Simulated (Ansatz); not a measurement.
**Phonons of InPd (Pm-3m) against volume**

Aim: how the phonons of InPd (Pm-3m) shift with volume, and the thermal expansion that follows.

Method: DFT PBEsol, scalar-relativistic, plane waves, PAW; PAW set soft_1, in Ansatz 0.2.0.

Most raw output is cut from this account.

### 1. Starting point

The structure is cubic, space group Pm-3m (No. 221). The conventional cell has a = 3.247 Å, b = 3.247 Å, c = 3.247 Å, α = 90.00°, β = 90.00°, γ = 90.00°. In has 8 Pd at 2.81 Å nearest. Pd has 8 In at 2.81 Å nearest. Farther neighbours are not listed.

### 2. Phonons on a q mesh

The cell comes from relaxations at this level that are not shown. Stability and thermal properties need the whole zone. Linear response on a 4×4×4 q mesh gives force constants as far as a supercell of that size would.

input.yaml reads:

```yaml
crystal:
  lattice:
    - [3.2468110582, 0.0, 0.0]
    - [0.0, 3.2468110582, 0.0]
    - [0.0, 0.0, 3.2468110582]
  atoms:
    - { symbol: In, position: [0.0, 0.0, 0.0] }
    - { symbol: Pd, position: [0.5, 0.5, 0.5] }
kpoints:
  mp_grid: { grid: [16, 16, 16] }
hamiltonian:
  xc: pbesol
  pseudopotentials: { kind: paw, azcp: { folder: soft_1 }, xc_functional: pbe }
scf:
  occupations: { method: methfessel_paxton, width: 0.2 }
output:
  eigenvalues: true
phonons:
  method: dfpt
  qmesh: [4, 4, 4]
  temperatures: { t_max: 1000, t_step: 50 }
  qpath:
    path:
      - [[0.0, 0.0, 0.0], [0.0, 0.5, 0.0], [0.5, 0.5, 0.0], [0.0, 0.0, 0.0], [0.5, 0.5, 0.5], [0.0, 0.5, 0.0]]
      - [[0.5, 0.5, 0.5], [0.5, 0.5, 0.0]]
    npoints: 10
```

On the command line:

```
$ ansatz run input.yaml --threads 4 --pin off --max-ram 10240MiB --backend cpu --events-out ev --progress --plain --runs-dir out
```

It took 11 min on 4 threads of Arm Neoverse V1, shared host; peak memory 3.7 GiB.

Numbers from this step:

```
volume per atom                                         : 17.11 Å³
gap on the k-mesh                                       : 0 eV
sum-rule residual before enforcement                    : 5.22e-5 eV/Å²
lowest frequency on the path                            : 0 cm⁻¹
point group                                             : m-3m
highest frequency on the path or at a solved wavevector : 174.4 cm⁻¹
mean frequency                                          : 106 cm⁻¹
Debye temperature (second moment)                       : 212 K
logarithmic mean frequency                              : 96.4 cm⁻¹
highest optical mode at the zone centre (no LO-TO term) : 144.8 cm⁻¹
lowest optical zone-centre mode                         : 144.8 cm⁻¹
lowest mode on the q mesh (acoustic modes at Γ apart)   : 29.4 cm⁻¹
zero-point energy per atom                              : 19.71 meV
heat capacity at 300 K                                  : 24.33 J/(mol atoms K)
vibrational entropy at 300 K                            : 44.48 J/(mol atoms K)
```

Frequencies (cm⁻¹) solved at each irreducible wavevector; negative means imaginary. Frequencies by wavevector, by row:

```csv
q in reciprocal lattice units,star,mode 1,mode 2,mode 3,mode 4,mode 5,mode 6
0 0 0,1,0,0,0,144.8,144.8,144.8
0 0 0.25,6,50.5,50.5,84.1,130,130,153
0 0 -0.5,3,83.1,83.1,105,105,117.1,163.7
0 0.25 0.25,12,29.4,70.1,92.9,119.8,140.7,159.8
0 0.25 -0.5,12,59,71.2,89.3,102.8,154.6,170
0 -0.5 -0.5,3,48.7,48.7,98.9,101,174.4,174.4
0.25 0.25 0.25,8,52.8,52.8,86.9,146.6,146.8,146.8
0.25 0.25 -0.5,12,63.1,64.2,76.1,125.8,151.9,166.7
0.25 -0.5 -0.5,6,67.5,67.5,86.1,123.1,163.3,163.3
-0.5 -0.5 -0.5,1,96,96,96,145.7,145.7,145.7
```

Symmetry leaves 10 wavevectors to solve. The lowest mode among them, the acoustic zeros apart, lies at q = (0, 0.25, 0.25) and is real, 29.4 cm⁻¹.

### 3. Relaxing at another volume, volume ratio 0.97

The volume is scaled by 0.97 and held; symmetry leaves nothing to relax, so this is a single point. The modes can then be followed against volume.

input.yaml, the sections that differ from step 2:

```yaml
crystal:
  lattice:
    - [3.2140127445, 0.0, 0.0]
    - [0.0, 3.2140127445, 0.0]
    - [0.0, 0.0, 3.2140127445]
  atoms:
    - { symbol: In, position: [0.0, 0.0, 0.0] }
    - { symbol: Pd, position: [0.5, 0.5, 0.5] }
output:
  forces: true
  stress: true
  eigenvalues: true
# kpoints, hamiltonian, scf: as in step 2
# phonons: removed
```

Run time: 1.7 s. Hardware: 4 threads; peak memory 0.38 GiB; 6 s of CPU time.

Numbers from this step:

```
pressure        : 4.559 GPa
volume per atom : 16.60 Å³
```

The run ends at a pressure of 4.56 GPa.

### 4. Phonons at the other volume, volume ratio 0.97

The phonons are repeated at this volume on the same k and q meshes.

input.yaml: that of step 3 with these lines changed.

```diff
@@ -16,4 +16,11 @@
 output:
-  forces: true
-  stress: true
   eigenvalues: true
+phonons:
+  method: dfpt
+  qmesh: [4, 4, 4]
+  temperatures: { t_max: 1000, t_step: 50 }
+  qpath:
+    path:
+      - [[0.0, 0.0, 0.0], [0.0, 0.5, 0.0], [0.5, 0.5, 0.0], [0.0, 0.0, 0.0], [0.5, 0.5, 0.5], [0.0, 0.5, 0.0]]
+      - [[0.5, 0.5, 0.5], [0.5, 0.5, 0.0]]
+    npoints: 10
```

Elapsed: 11 min, on 4 threads; peak memory 3.6 GiB; 44 min of CPU time.

This step gave:

- sum-rule residual before enforcement: 2.22e-5 eV/Å²
- highest frequency on the path or at a solved wavevector: 189.1 cm⁻¹
- mean frequency: 115.6 cm⁻¹
- Debye temperature (second moment): 231 K
- logarithmic mean frequency: 105.6 cm⁻¹
- highest optical mode at the zone centre (no LO-TO term): 157.9 cm⁻¹
- lowest optical zone-centre mode: 157.9 cm⁻¹
- lowest mode on the q mesh (acoustic modes at Γ apart): 31.13 cm⁻¹
- zero-point energy per atom: 21.5 meV
- heat capacity at 300 K: 24.22 J/(mol atoms K)
- vibrational entropy at 300 K: 42.29 J/(mol atoms K)

Frequencies (cm⁻¹) solved at each irreducible wavevector; negative means imaginary. Frequencies by wavevector, by row:

```csv
q in reciprocal lattice units,star,mode 1,mode 2,mode 3,mode 4,mode 5,mode 6
0 0 0,1,0,0,0,157.9,157.9,157.9
0 0 0.25,6,57,57,92,142.2,142.2,165.4
0 0 -0.5,3,93.7,93.7,113.8,113.8,129,173.4
0 0.25 0.25,12,31.1,77.2,104.3,131.1,150.2,173.7
0 0.25 -0.5,12,65.4,76.3,99.3,111.6,168.3,182.7
0 -0.5 -0.5,3,51.1,51.1,108.4,109.9,189.1,189.1
0.25 0.25 0.25,8,59.9,59.9,94,158.4,159.2,159.2
0.25 0.25 -0.5,12,69,70.2,88.6,134.9,165.6,179.5
0.25 -0.5 -0.5,6,74.6,74.6,97.6,132.3,176.5,176.5
-0.5 -0.5 -0.5,1,108.6,108.6,108.6,155.3,155.3,155.3
```

The highest optical mode at the zone centre (no LO-TO term) is 157.9 cm⁻¹, +13.1 cm⁻¹ against the base run.

### 5. Relaxing at another volume, volume ratio 1.03

The volume is scaled by 1.03 and held; symmetry leaves nothing to relax, so this is a single point. The modes can then be followed against volume.

input.yaml, the sections that differ from step 4:

```yaml
crystal:
  lattice:
    - [3.2789597932, 0.0, 0.0]
    - [0.0, 3.2789597932, 0.0]
    - [0.0, 0.0, 3.2789597932]
  atoms:
    - { symbol: In, position: [0.0, 0.0, 0.0] }
    - { symbol: Pd, position: [0.5, 0.5, 0.5] }
output:
  forces: true
  stress: true
  eigenvalues: true
# kpoints, hamiltonian, scf: as in step 4
# phonons: removed
```

The job ended after 2.3 s (4 threads; peak memory 0.39 GiB; 8.2 s of CPU time).

This step gave:

```
pressure        : -3.717 GPa
volume per atom : 17.63 Å³
```

The run ends at a pressure of -3.72 GPa.

### 6. Phonons at the other volume, volume ratio 1.03

input.yaml: that of step 5 with these lines changed.

```diff
@@ -16,4 +16,11 @@
 output:
-  forces: true
-  stress: true
   eigenvalues: true
+phonons:
+  method: dfpt
+  qmesh: [4, 4, 4]
+  temperatures: { t_max: 1000, t_step: 50 }
+  qpath:
+    path:
+      - [[0.0, 0.0, 0.0], [0.0, 0.5, 0.0], [0.5, 0.5, 0.0], [0.0, 0.0, 0.0], [0.5, 0.5, 0.5], [0.0, 0.5, 0.0]]
+      - [[0.5, 0.5, 0.5], [0.5, 0.5, 0.0]]
+    npoints: 10
```

The job ended after 12 min (4 threads; peak memory 3.8 GiB).

This step gave:

```
sum-rule residual before enforcement                    : 5.15e-5 eV/Å²
highest frequency on the path or at a solved wavevector : 160.8 cm⁻¹
mean frequency                                          : 96.9 cm⁻¹
Debye temperature (second moment)                       : 195 K
logarithmic mean frequency                              : 87.8 cm⁻¹
highest optical mode at the zone centre (no LO-TO term) : 132.4 cm⁻¹
lowest optical zone-centre mode                         : 132.4 cm⁻¹
lowest mode on the q mesh (acoustic modes at Γ apart)   : 27.88 cm⁻¹
zero-point energy per atom                              : 18.03 meV
heat capacity at 300 K                                  : 24.43 J/(mol atoms K)
vibrational entropy at 300 K                            : 46.78 J/(mol atoms K)
```

The highest optical mode at the zone centre (no LO-TO term) is 132.4 cm⁻¹, -12.4 cm⁻¹ against the base run.

### 7. Grüneisen parameters

The Grüneisen parameter of a mode is minus the logarithmic change of its frequency with volume, −d ln ω / d ln V; weighted by heat capacity it gives the expansion.

This step gave:

```yaml
bulk_modulus: 137.9 GPa
```

The phonon branches at the labelled points (cm⁻¹):

```csv
point,branch 1,branch 2,branch 3,branch 4,branch 5,branch 6
Γ,0,0,0,145,145,145
halfway,50,50,84,130,130,153
X,83,83,105,105,117,164
halfway,59,71,89,103,155,170
M,49,49,99,101,174,174
halfway,29,70,93,120,141,160
Γ,0,0,0,145,145,145
halfway,53,53,87,147,147,147
R,96,96,96,146,146,146
halfway,63,64,76,126,152,167
X,83,83,105,105,117,164
jump to R,96,96,96,146,146,146
halfway,68,68,86,123,163,163
M,49,49,99,101,174,174
```

The same for volume x 0.97:

```csv
point,branch 1,branch 2,branch 3,branch 4,branch 5,branch 6
Γ,0,0,0,158,158,158
X,94,94,114,114,129,173
M,51,51,108,110,189,189
Γ,0,0,0,158,158,158
R,109,109,109,155,155,155
X,94,94,114,114,129,173
R,109,109,109,155,155,155
M,51,51,108,110,189,189
```

The same for volume x 1.03:

```csv
point,branch 1,branch 2,branch 3,branch 4,branch 5,branch 6
Γ,0,0,0,132,132,132
X,73,73,97,97,105,155
M,47,47,91,93,161,161
Γ,0,0,0,132,132,132
R,84,84,84,136,136,136
X,73,73,97,97,105,155
R,84,84,84,136,136,136
M,47,47,91,93,161,161
```

Mode Grueneisen parameter -dln(w)/dln(V), modes matched by rank; at Γ the acoustic branches take the value of a neighbouring point of the path. Mode grüneisen parameters along the path, in :

```csv
point,branch 1,branch 2,branch 3,branch 4,branch 5,branch 6
Γ,4.34,4.34,2.89,2.95,2.95,2.95
halfway,4.09,4.09,3.23,3.02,3.02,2.66
X,4.07,4.07,2.71,2.71,3.38,1.91
halfway,3.50,2.37,3.54,2.79,2.87,2.41
M,1.46,1.46,2.99,2.85,2.70,2.70
halfway,1.81,3.23,4.03,3.03,2.18,2.80
Γ,3.60,4.28,3.19,2.95,2.95,2.95
halfway,4.54,4.54,2.75,2.65,2.73,2.67
R,4.22,4.22,4.22,2.15,2.15,2.15
halfway,3.15,2.95,5.42,2.36,2.91,2.47
X,4.07,4.07,2.71,2.71,3.38,1.91
jump to R,4.22,4.22,4.22,2.15,2.15,2.15
halfway,3.44,3.44,4.30,2.44,2.60,2.60
M,1.46,1.46,2.99,2.85,2.70,2.70
```

(dS/dlnV)/C_V. The thermodynamic Grueneisen parameter by temperature:

```csv
temperature (K),thermodynamic Grueneisen parameter
50,3.23
100,3.12
150,3.09
200,3.08
250,3.08
300,3.08
350,3.08
400,3.07
450,3.07
500,3.07
550,3.07
600,3.07
650,3.07
700,3.07
750,3.07
800,3.07
850,3.07
900,3.07
950,3.07
1000,3.07
```

Gamma C_V/(B V) at the static volume. The volume expansion by temperature:

```csv
temperature (K),volume expansion (1e-6/K)
50,28.9
100,44.5
150,49.3
200,51.2
250,52.1
300,52.7
350,53.0
400,53.2
450,53.3
500,53.5
550,53.5
600,53.6
650,53.6
700,53.7
750,53.7
800,53.7
850,53.7
900,53.7
950,53.8
1000,53.8
```

### 8. Summary of results

```json
{"bulk modulus": "138 GPa", "thermodynamic Grüneisen parameter at 300 K": "3.077", "volume expansion at 300 K, estimated": "52.67 × 10⁻⁶ K⁻¹"}
```

What this shows: By this estimate the volume grows by 52.7 × 10⁻⁶ per kelvin at 300 K. The highest optical mode at Γ goes from 158 to 132 cm⁻¹ as the cell grows, a Grüneisen parameter of 2.94. Mode parameters on the path run from 1.5 to 5.4, with a median of 3.0. Branches are matched by rank, so values near crossings are rough. The expansion is the Grüneisen estimate at the static volume, with the static bulk modulus. With no gap, or one that is small against the smearing, the frequencies hang on the k mesh and the smearing, most of all near Kohn anomalies. The phonon runs are without spin polarisation, although the cell has an odd electron count. The PAW files were made for PBE and serve the other functionals too. A phonon run warned that its eigensolver left some bands unconverged in a pass.

[Logs are printed without paths, hosts, clocks, repeated set-up lines and the standing remarks that a program may print on its own settings, such as how far it seeks lower states.]

[Hosts, paths, dates, database ids (printed as entryN), source tags and the programs' standing remarks are cut or masked in the printed files.]
